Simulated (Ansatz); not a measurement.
# CsKNaCl3: complex band structure, part 4 of 4

Aim: relax a made-up compound, CsKNaCl3, and see how good a tunnel barrier it would be. It is built by putting Cs for part of the K in the K2NaCl3 structure of space group P-3m1, with the volume rescaled by atomic radii. The parent structure comes from the Materials Project.

Ansatz 0.2.0; PBE DFT, plane waves, PAW files (the session's first sound run).

So far, gap on the k-mesh (eV): step 3 (the bulk crystal and its band edges, PBE) 4.71; step 6 (r2SCAN, cutoff 500 eV) 5.33; step 8 (complex bands, plane (001), PBE) 4.71.

The structure was built from a prototype and need not be the compound's stable phase.

## Step 9: The same cell, other settings: output.transmission.temperature = 150.0

This step: PBE DFT, plane waves, PAW files; complex bands by layer matching along the plane's normal; changed: output.transmission.temperature = 150.0 (Ansatz 0.2.0).

This run repeats an earlier one, its twin (the complex run, plane (001)), with one setting changed (output.transmission.temperature; files written aside). It is meant to test how the leads' temperature enters. Where the input is shown as a difference, that is against the step before, not the twin.

File input.yaml:

```yaml
crystal:
  lattice:
    - [4.474670696, 0.0, 0.0]
    - [2.237335348, 3.875178497, 0.0]
    - [0.0, 0.0, 11.250277525]
  atoms:
    - { symbol: Cs, position: [0.6666666667, 0.6666666667, 0.676767279] }
    - { symbol: K, position: [0.3333333333, 0.3333333333, 0.3110224573] }
    - { symbol: Na, position: [0.0, 0.0, 0.0119877697] }
    - { symbol: Cl, position: [0.6666666667, 0.6666666667, 0.1462577382] }
    - { symbol: Cl, position: [0.3333333333, 0.3333333333, 0.878432183] }
    - { symbol: Cl, position: [0.0, 0.0, 0.4755325728] }
kpoints:
  mp_grid: { grid: [6, 6, 2] }
scf:
  occupations: { method: fixed }
hamiltonian:
  xc: pbe
output:
  eigenvalues: true
  transmission:
    leads: [[0, 0]]
    kpoints: [[0.0, 0.0], [0.5, 0.0]]
    e_range: [-1.0, 5.71]
    de: 0.13
    temperature: 150.0
```

Run with:

```bash
> ansatz run input.yaml --threads 2 --pin off --max-ram 4096MiB --backend cpu --events-out ev --progress --plain --runs-dir out
```

Numbers of over 12 decimals in the logs are rounded to 6 here.

Log:

```text
[...]
Crystal: 6 atoms, lattice volume = 195.081 Å³
Basis set: ecut = 420 eV, 3799 PW (Γ)
Bands: 30, of which v1, the nominal top of the filled ones, is band 24 counted from 1 (23 counted from 0)
Symmetry: 6 space group operations
[...]
k-points: 14 of 72 (time reversal used)
[...]
SCF iter   1: F=—  HF=-11944.764616 eV  |F-HF|=—  |Δ(HF+E_count)|=         —  Δρ=4.85e-4  dr2=4.05e-3  ethr=1.77e-3  ⟨swp⟩=5.4  Hψ=1664  notcnv=0  defer=49
[...]
SCF iter   6: F=-11944.762692 eV  HF=-11944.762692 eV  |F-HF|=3.16e-8  |Δ(HF+E_count)|=   6.50e-7  Δρ=4.49e-6  dr2=3.44e-8  ethr=2.08e-10  ⟨swp⟩=12.0  Hψ=2279  notcnv=0
SCF 1 converged in 6 iterations: F = -11944.762692 eV  dr2 = 3.44e-8
[...]
transmission: 16 of 32 steps passed
transmission: 32 of 32 steps passed
SCF converged after 6 iterations
Free energy (F): -11944.762692 eV
[...]
Internal energy: -11944.762692 eV  (E = F + TS)
E sigma→0 (E₀):  -11944.762692 eV
Fermi energy:    1.111435 eV
[...]
--- Band table (eV; the first three rows and the last of 14) ---
  k-point 0: bands = [... 20 lower, 0.7919, 1.0081, 1.0081, 1.1114, 5.8197, 7.1360, 7.7657, 7.9186, ... 2 higher]
  k-point 1: bands = [... 20 lower, 0.9031, 0.9322, 0.9575, 0.9575, 6.2776, 6.5621, 7.4201, 8.3669, ... 2 higher]
  k-point 2: bands = [... 20 lower, 0.7891, 0.8343, 0.9782, 1.0408, 6.4103, 7.3684, 7.8216, 8.1129, ... 2 higher]
  k-point 13: bands = [... 20 lower, 0.6233, 0.7193, 0.9345, 0.9372, 8.0030, 8.0636, 8.8610, 8.9630, ... 2 higher]
--- Transmission ---
  basis      : 151 plane waves across, 16 finite elements along
  points     : 2, as listed
[...]
channels       : 0.000000e0 a spin
[...]
slowest decay  : 0.3988 /Å at (0.0000, 0.0000)
```

Elapsed: 21 s, on 2 threads of Arm Neoverse V2, shared host; peak memory 0.58 GiB; 32 s of CPU time.

This step gave:

| Property | Result |
| --- | --- |
| decay constant at the filling level, slowest listed point | 0.3988 Å⁻¹ |

K parallel (0, 0); values up to 1.5 1/Å, a degenerate pair printed once or twice; energies at which all values exceed this have no row. The Im kz of the slowest decaying states by energy, zero at the highest filled level on the SCF mesh:

```
energy (eV)  decay 1 (Å⁻¹)  decay 2 (Å⁻¹)  decay 3 (Å⁻¹)  decay 4 (Å⁻¹)
      -1.00         0.0155          0.659           1.18           1.39
      -0.74          0.530           1.16           1.37              -
      -0.48         0.0592          0.289           1.15           1.35
      -0.22         0.0617           1.14           1.33              -
       0.04         0.0960          0.344           1.12           1.31
       0.30          0.239          0.515           1.11           1.28
       0.56          0.303          0.607           1.09           1.26
       0.82          0.343          0.669           1.08           1.24
       1.08          0.369          0.712           1.06           1.21
       1.34          0.387          0.745           1.04           1.19
       1.60          0.398          0.770           1.03           1.17
       1.86          0.403          0.788           1.01           1.14
       2.12          0.403          0.802          0.991           1.12
       2.51          0.395          0.814          0.963           1.08
       2.77          0.385          0.818          0.944           1.06
       3.03          0.370          0.818          0.924           1.03
       3.29          0.351          0.815          0.903           1.01
       3.55          0.327          0.810          0.881          0.983
       3.81          0.296          0.801          0.859          0.958
       4.07          0.257          0.790          0.835          0.933
       4.33          0.204          0.777          0.810          0.908
       4.59          0.117          0.760          0.783          0.882
       4.85          0.742          0.755          0.856              -
       5.11          0.720          0.724          0.829              -
       5.37         0.0348          0.690          0.696          0.802
       5.63          0.650          0.669          0.773              -
```

K parallel (0.5, 0); values up to 1.5 1/Å, a degenerate pair printed once or twice; energies at which all values exceed this have no row. Im kz of the slowest decaying states against energy, zero at the highest filled level on the SCF mesh:

```
energy (eV)  decay 1 (Å⁻¹)  decay 2 (Å⁻¹)  decay 3 (Å⁻¹)  decay 4 (Å⁻¹)
      -1.00         0.0563          0.611           1.02              -
      -0.61         0.0777          0.299           1.00              -
      -0.35          0.193          0.986              -              -
       0.04          0.300          0.472          0.963              -
       0.30          0.380          0.414          0.609          0.947
       0.69          0.457          0.504          0.729          0.922
       0.95          0.492          0.542          0.785          0.905
       1.34          0.530          0.583          0.850          0.879
       1.60          0.547          0.602          0.860          0.885
       1.99          0.565          0.623          0.833          0.930
       2.38          0.575          0.636          0.804          0.969
       2.64          0.577          0.641          0.785          0.993
       3.03          0.573          0.643          0.758           1.03
       3.29          0.567          0.640          0.740           1.05
       3.68          0.550          0.629          0.716           1.07
       3.94          0.534          0.617          0.703           1.08
       4.33          0.498          0.595          0.685           1.09
       4.59          0.465          0.577          0.674           1.07
       4.98          0.394          0.546          0.656           1.03
       5.24          0.318          0.524          0.642           1.01
       5.63          0.193          0.484          0.619          0.987
```

The temperature enters the conductance and not T(E) itself. No conductance was computed here for it to change.

## Step 10: Results

```json
{
 "band gap": "4.71 eV",
 "least decay constant at mid-gap, normal to (001)": "0.399 Å⁻¹",
 "least decay constant on a mesh, normal to (001)": "0.400 Å⁻¹",
 "least decay constant, r2SCAN": "0.430 Å⁻¹"
}
```

In words: With PBE, the slowest decay at the wavevectors tried is κ = 0.399 Å⁻¹, normal to (001). Through such a film the transmission near mid-gap falls as exp(−2κd), a factor of ten every 2.9 Å. A free electron under a barrier of half the gap would need a mass of 0.26 mₑ to decay at this rate. With r2SCAN the gap goes from 4.71 to 5.33 eV and the decay constant, over the first 2 listed wavevectors, from 0.399 to 0.430 Å⁻¹. The compound is made up by substitution; its stability against other phases and against distortions of the cell's symmetry was not tested. A semilocal functional narrows gaps, so real decay constants are likely larger.

[Logs are printed without paths, hosts, clocks, repeated set-up lines and the standing remarks that a program may print on its own settings, such as how far it seeks lower states.]

[Hosts, paths, dates, database ids (printed as entryN), source tags and the programs' standing remarks are cut or masked in the printed files.]
